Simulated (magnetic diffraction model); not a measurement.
# Pr₃Fe₄Sn₄ below its ordering temperature

Space group Immm (no. 71), a = 4.5710 Å, b = 7.0850 Å, c = 14.9940 Å.

```csv
site,atom,x,y,z
4i,Pr,0,0,0.8594
2d,Pr,0,1/2,0
4j,Sn,0,1/2,0.7842
4h,Sn,1/2,0.8008,0
8l,Fe,1/2,0.6781,0.8321
```

This is a made-up structure (elements placed in a structure type, unrelaxed), so the numbers test the method and describe no known phase.

Only Pr is taken to order (form factors of Pr3+); orders and moment sizes are assumed, and not adapted to the symmetry. Radiation: neutrons of λ = 1.8 Å, 5° to 45°; isotropic B of 0.61 Å² (Pr), 0.59 Å² (Sn) and 0.57 Å² (Fe). The intensities are simulated: I ∝ L Σ (|F_N|² + |F_M⊥|²) for unpolarised neutrons, with F_M = 2.695 fm/μB × Σ f(s) S exp(2πi Q·r) exp(−B s²) at Q = H ± k (one set where k and −k are equivalent), only the part normal to Q counting and L = 1/(sin²θ cos θ). For collinear order S is the moment m, which repeats by lattice and centring translations R with the sign exp(−2πi k·R). Form factors are spin-only for 3d ions and dipole or tabulated for f ions, scattering lengths are Sears's of 1992, and absorption is left out. A label names one of the reflections at its angle. The strongest nuclear line in the range is 100, and lines under 0.2 are left out.

Above the ordering temperature:

```csv
2θ (°),index,I
13.79,(0 0 2),36.6
16.15,(0 1 1),7.1
23.76,(1 0 1),34.0
25.46,(0 1 3),21.1
27.10,(1 1 0),1.8
29.44,(0 2 0),1.8
30.53,(1 1 2),7.1
30.95,(1 0 3),12.9
32.64,(0 2 2),2.4
38.04,(0 1 5),22.4
38.17,(1 2 1),100.0
39.20,(1 1 4),86.0
40.92,(0 2 4),1.0
42.07,(1 0 5),13.6
42.22,(0 0 6),55.1
43.24,(1 2 3),39.4
```

Below it (cell unchanged):

```
2θ (°)      I
 13.46   36.0
 13.79   36.6
 15.13   24.0
 16.15    7.1
 19.31    4.2
 23.76   34.0
 24.77   10.6
 24.81    6.0
 25.46   21.1
 25.74    9.5
 27.10    1.8
 28.46    2.8
 29.44    1.8
 30.53    7.1
 30.95   12.9
 30.99    2.9
 32.53    6.0
 32.64    2.4
 35.17    4.6
 35.88    4.4
 37.56    3.7
 37.59    0.5
 37.94    1.6
 38.04   22.4
 38.17  100.0
 38.84    4.0
 39.20   86.0
 39.49    3.9
 40.92    1.0
 41.16    3.3
 41.18    4.0
 41.40    1.4
 41.78    3.2
 42.07   13.6
 42.22   55.1
 43.24   39.4
```
(The table stops after 36 lines; 4 more lie at higher angle.)

**Question.** Check that the new lines index with k = (1/2 1/2 0), then choose among these models:
A. collinear moments along [100], 2.6 μB on Pr; signs + at (0, 0, 0.8594), + at (1/2, 1/2, 0.6406), − at (0, 1/2, 0)
B. collinear moments along [101], 2.6 μB on Pr; signs + at (0, 0, 0.8594), + at (1/2, 1/2, 0.6406), − at (0, 1/2, 0)
C. collinear moments along [101], 2.6 μB on Pr; signs + at (0, 0, 0.8594), − at (1/2, 1/2, 0.6406), + at (0, 1/2, 0)
D. collinear moments along [100], 2.6 μB on Pr; signs + at (0, 0, 0.8594), − at (1/2, 1/2, 0.6406), + at (0, 1/2, 0)

The new lines index as (1/2 1/2 0) at 13.46°, (1/2 -1/2 1) at 15.13°, (1/2 1/2 2) at 19.31° and (1/2 -3/2 0) at 24.77°, that is as H ± k with k = (1/2 1/2 0), one of 2 inequivalent arms of its star (k and −k counted as one), which a powder can't tell apart. Half indices mean that the moments reverse under translations with k·R a half-integer, and the magnetic cell has twice the primitive volume.

Magnetic intensity, observed (below minus above) and for each model:

| 2θ (°) | index | observed | A | B | C | D |
| --- | --- | --- | --- | --- | --- | --- |
| 13.46 | (1/2 1/2 0) | 36.0 | 2.2 | 7.2 | 36.0 | 11.2 |
| 15.13 | (1/2 -1/2 1) | 24.0 | 18.0 | 38.2 | 24.0 | 13.9 |
| 19.31 | (1/2 1/2 2) | 4.2 | 23.1 | 11.0 | 4.2 | 5.5 |
| 24.77 | (1/2 -3/2 0) | 10.6 | 1.7 | 2.1 | 10.6 | 8.5 |
| 24.81 | (1/2 -1/2 3) | 6.0 | 6.4 | 4.5 | 6.0 | 13.9 |
| 28.46 | (1/2 -3/2 2) | 2.8 | 13.0 | 10.5 | 2.8 | 3.1 |
| 30.99 | (1/2 1/2 4) | 2.9 | 3.6 | 1.8 | 2.9 | 10.1 |
| 37.94 | (3/2 -1/2 2) | 1.6 | 1.4 | 7.8 | 1.6 | 0.3 |

Model C matches.

The structure used: k = (1/2 1/2 0), collinear moments along [101], 2.6 μB on Pr; signs + at (0, 0, 0.8594), − at (1/2, 1/2, 0.6406), + at (0, 1/2, 0).

[Logs are printed without paths, hosts, clocks, repeated set-up lines and the standing remarks that a program may print on its own settings, such as how far it seeks lower states.]
